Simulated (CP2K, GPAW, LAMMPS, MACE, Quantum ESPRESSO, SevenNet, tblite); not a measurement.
# Running amorphous Ge (66 atoms) with CP2K, part 3 of 3

How do the settings of CP2K change the result for amorphous Ge (66 atoms)? A plane-wave run serves as the yardstick.

Program: CP2K 2026.2; the method stands at each step. Banners, paths, timers and routine set-up lines are dropped from the logs unmarked, and long logs keep their key lines alone; longer cuts are marked.

So far. Step 6 (PBE, DZVP-MOLOPT (SR for Ge), 350/50 Ry …): Against the first run (13 %), the force difference from the reference is 11 %, at 0.72 times the CPU time, with 858 basis functions against 858; this set comes with other potentials too, so the change isn't the basis's alone. Step 7 (PBE, DZVP-UZH, 350/20 Ry, diagonalisation): Against the first run (13 %), the force difference from the reference is 14 %, at 0.67 times the CPU time: the grid matters here.

### 8. PBE, DZVP-UZH, 122/50 Ry, diagonalisation

Method: Kohn-Sham DFT, PBE, GTH-PBE pseudopotentials, Gaussian and plane waves, DZVP-MOLOPT (UZH set), diagonalisation.

Contents of input.inp:

```
&GLOBAL
  PROJECT cell
  RUN_TYPE ENERGY_FORCE
  PRINT_LEVEL LOW
&END GLOBAL
&FORCE_EVAL
  METHOD QS
  STRESS_TENSOR ANALYTICAL
  &DFT
    BASIS_SET_FILE_NAME BASIS_MOLOPT_UZH
    POTENTIAL_FILE_NAME POTENTIAL_UZH
    &MGRID
      CUTOFF 122
      REL_CUTOFF 50
    &END MGRID
    &QS
      EPS_DEFAULT 1.0E-12
    &END QS
    &SCF
      SCF_GUESS ATOMIC
      EPS_SCF 5.0E-06
      MAX_SCF 200
      ADDED_MOS 29
      &DIAGONALIZATION
        ALGORITHM STANDARD
      &END DIAGONALIZATION
      &SMEAR ON
        METHOD FERMI_DIRAC
        ELECTRONIC_TEMPERATURE [K] 580
      &END SMEAR
      &MIXING
        METHOD BROYDEN_MIXING
        ALPHA 0.15
        NBROYDEN 12
      &END MIXING
      &PRINT
        &RESTART OFF
        &END RESTART
      &END PRINT
    &END SCF
    &XC
      &XC_FUNCTIONAL PBE
      &END XC_FUNCTIONAL
    &END XC
    &PRINT
      &MULLIKEN ON
      &END MULLIKEN
      &HIRSHFELD ON
        SHAPE_FUNCTION DENSITY
      &END HIRSHFELD
      &MO ON
        EIGENVALUES T
        OCCUPATION_NUMBERS T
        MO_INDEX_RANGE 121 144
        &EACH
          QS_SCF 0
        &END EACH
        ADD_LAST NUMERIC
      &END MO
    &END PRINT
  &END DFT
  &SUBSYS
    &CELL
      A 11.53150 0.00000 0.00000
      B 0.00000 11.53150 0.00000
      C 0.00000 0.00000 11.53150
    &END CELL
    &COORD
[... 66 atom lines left out: the same atoms as in the first run ...]
    &END COORD
    &KIND Ge
      BASIS_SET DZVP-MOLOPT-PBE-GTH-q4
      POTENTIAL GTH-PBE-q4
    &END KIND
  &END SUBSYS
  &PRINT
    &FORCES ON
    &END FORCES
    &STRESS_TENSOR ON
    &END STRESS_TENSOR
  &END PRINT
&END FORCE_EVAL
```

Run with:

```sh
OMP_NUM_THREADS=2 cp2k.psmp -i input.inp > output.txt
```

Numbers of over 12 decimals in the logs are rounded to 6 here.

The program printed:

```text
CP2K| version string:                                       CP2K version 2026.2
 CP2K| Input file name                                                 input.inp
 GLOBAL| Basis set file name                                    BASIS_MOLOPT_UZH
 GLOBAL| Potential file name                                       POTENTIAL_UZH
 GLOBAL| Run type                                                   ENERGY_FORCE
 GLOBAL| Total number of message passing processes                             1
 GLOBAL| Number of threads for this process                                    2
 TOTAL NUMBERS AND MAXIMUM NUMBERS
  Total number of            - Atomic kinds:                                   1
                             - Atoms:                                         66
[... lines left out ...]
                        Smear method:                                FERMI_DIRAC
[... lines left out ...]
 Number of electrons:                                                        264
[... lines left out ...]
  Step     Update method      Time    Convergence         Total energy    Change
[... lines left out ...]
  *** SCF run converged in    16 steps ***
[... lines left out ...]
  Fermi energy:                                                 0.151631
  Total energy:                                              -258.762190
  Total energy (extrapolated to T->0):                       -258.759908
[... lines left out ...]
 MO| E(Fermi):            0.151631 a.u.          4.126089 eV
[... lines left out ...]
 !-----------------------------------------------------------------------------!
 !-----------------------------------------------------------------------------!
                           Hirshfeld Charges
  #Atom  Element  Kind  Ref Charge     Population                    Net charge
      1       Ge     1       4.000          3.995                         0.005
      2       Ge     1       4.000          4.009                        -0.009
      3       Ge     1       4.000          4.005                        -0.005
[...]
65       Ge     1       4.000          3.971                         0.029
     66       Ge     1       4.000          3.987                         0.013
  Total Charge                                                           -0.000
 !-----------------------------------------------------------------------------!
 ENERGY| Total FORCE_EVAL ( QS ) energy [hartree]           -258.762144
 FORCES| Atomic forces [hartree/bohr]
 FORCES|   Atom     x               y               z               |f|
 FORCES|      1 -3.92070689E-04 -1.28864953E-03  5.59646968E-03   5.75628438E-03
 FORCES|      2 -5.21280136E-03  7.55035551E-04  2.09847992E-03   5.66983198E-03
 FORCES|      3  2.90439847E-03 -5.54404624E-03  7.71143247E-04   6.30607970E-03
[...]
FORCES|     65  5.88314850E-03  7.24907158E-03  5.07116813E-03   1.06243692E-02
 FORCES|     66 -4.66847755E-04 -6.25732804E-03  2.09278805E-03   6.61451909E-03
 FORCES| Sum    -8.04591134E-05  7.61952212E-05  3.61970797E-05
 FORCES| Total atomic force                                       1.16574479E-04
 STRESS| Analytical stress tensor [bar]
 STRESS|                        x                   y                   z
 STRESS|      x        3.54680276897E+04   1.16981625454E+04  -1.73908303404E+03
 STRESS|      y        1.16981625454E+04   3.17788630168E+04  -6.63232279750E+02
 STRESS|      z       -1.73908303404E+03  -6.63232279750E+02   4.56850359207E+04
 STRESS| 1/3 Trace                                             3.76439755424E+04
```

Wall time 52 s (2 threads of Arm Neoverse V1, shared host); peak memory 0.78 GiB.

Numbers from this run, and their distance from the reference:

```yaml
r_m_s_force_component: 0.2304 eV/Å
r_m_s_difference_of_force_components: 29.52 meV/Å
longest_difference_of_force_vectors: 102.4 meV/Å
force_difference_over_r_m_s_force: 13.16 %
slope_of_forces_against_the_reference_s: 1.019
correlation_of_force_components: 0.9919
pressure: 3.764 GPa
pressure_difference: 0.8261 GPa
energy_less_the_same_level_run_s: 0.0085 meV/atom
r_m_s_force_difference_from_the_same_level_run: 0.757 meV/Å
```

This is a coarse setting, run to see what it loses.

Against the first run (13 %), the force difference from the reference is 13 %, at 0.65 times the CPU time: the change moves forces by 0.76 meV/Å r.m.s., so most of the difference comes from elsewhere.

### 9. All runs compared

Differences are against the plane-wave reference, forces as r.m.s. over components; share is that over the reference's r.m.s. force, slope the least-squares factor from reference forces to these. Total energies of different programs have different zeros and aren't compared.

```csv
run,"Δ force, r.m.s. (meV/Å)",share (%),slope,Δ pressure (GPa),cores,CPU time,memory (GiB)
reference,-,-,-,-,1,15 min,4.3
"CP2K PBE, DZVP-UZH, 350/50 Ry, diagonalisation",29.6,13.2,1.019,0.826,2,2.5 min,2.2
"CP2K PBE, TZV2P-UZH, 350/50 Ry, diagonalisation",14.5,6.46,1.022,0.672,4,7.8 min,5.0
"CP2K PBE, DZVP-UZH, 489/50 Ry, diagonalisation",29.6,13.2,1.019,0.826,4,3.6 min,4.9
"CP2K TPSS, PBE potentials, DZVP-UZH, 350/50 Ry, diagonalisation",39.6,17.7,1.052,1.02,4,7.2 min,3.6
"CP2K PBE, DZVP-MOLOPT (SR for Ge), 350/50 Ry, diagonalisation",25.1,11.2,1.019,1.08,2,1.8 min,2.2
"CP2K PBE, DZVP-UZH, 350/20 Ry, diagonalisation (coarse)",31.6,14.1,1.017,0.906,2,1.7 min,2.2
"CP2K PBE, DZVP-UZH, 122/50 Ry, diagonalisation (coarse)",29.5,13.2,1.019,0.826,2,99 s,0.78
```

Rows marked coarse were listed beforehand as settings not expected to be converged; some can still land near the reference.

CPU time is summed over cores on a shared host, where runs went side by side, so it is rough. Symmetry, cutoffs, thresholds, outputs and thread counts weren't matched or tuned between programs; memory under MPI is the largest rank's times the ranks.

Within one program, basis, potentials and functional, energies share a zero. Each run against its twin at the usual cutoff or grid and solver:

| run | twin | Δ energy (meV/atom) | Δ force, r.m.s. (meV/Å) | CPU time over the twin's |
| --- | --- | --- | --- | --- |
| CP2K PBE, DZVP-UZH, 489/50 Ry, diagonalisation | DZVP-UZH, 350/50 Ry, diagonalisation | 1.0e-4 | 0.002 | 1.4 (this twin ran on 2 cores) |
| CP2K PBE, DZVP-UZH, 350/20 Ry, diagonalisation | DZVP-UZH, 350/50 Ry, diagonalisation | -2.06 | 14.0 | 0.67 |
| CP2K PBE, DZVP-UZH, 122/50 Ry, diagonalisation | DZVP-UZH, 350/50 Ry, diagonalisation | 0.0085 | 0.757 | 0.65 |

### 10. Results

```
nearest in forces : CP2K PBE, TZV2P-UZH, 350/50 Ry, diagonalisation, 6.5 %
its CPU time      : 7.8 min
```

What this shows: The PBE runs in local orbitals, coarse settings apart, differ by 6.5 % (CP2K PBE, TZV2P-UZH, 350/50 Ry, diagonalisation) to 13 % (CP2K PBE, DZVP-UZH, 489/50 Ry, diagonalisation); basis, grid and potentials can all enter. Rows with another functional or a dispersion term differ by 18 % (CP2K TPSS, PBE potentials, DZVP-UZH, 350/50 Ry, diagonalisation), which mixes the change of model with differences of basis and potentials, some of them made for another functional. Runs with settings chosen to be coarse differ by 13 % (CP2K PBE, DZVP-UZH, 122/50 Ry, diagonalisation) to 14 % (CP2K PBE, DZVP-UZH, 350/20 Ry, diagonalisation), their programs' other errors included. Of the electronic-structure runs that take under half the reference's CPU time, CP2K PBE, DZVP-MOLOPT (SR for Ge), 350/50 Ry, diagonalisation comes nearest, at 11 % in 1.8 min against 15 min. The potentials hold different valence shells: 924 electrons in the reference, 264 in CP2K with DZVP-MOLOPT; this bears on time and differences. The reference's pressure holds the uncorrected Pulay stress of its 45 Ry basis, so small pressure differences, and their order, may be the reference's own error. The quench rate of 5 K/ps is many orders above laboratory rates, so the cell is likely richer in defects and strain than a real sample. The network of bonds at the start is that of the classical potential that made the cell, and needn't be the one that DFT or experiment would give. The reference's pressure of 2.9 GPa belongs to a cell and atoms that aren't relaxed at this level. The electronic-structure runs sample only Γ, in a cell whose shortest periodic width is 12 Å, which is coarse for a cell with partly filled levels.

[Also dropped from logs without a mark: logging warnings of Python, and SIESTA's first energy breakdown and zero terms.]

[Logs are printed without paths, hosts, clocks, repeated set-up lines and the standing remarks that a program may print on its own settings, such as how far it seeks lower states.]

[Hosts, paths, dates, database ids (printed as entryN), source tags and the programs' standing remarks are cut or masked in the printed files.]
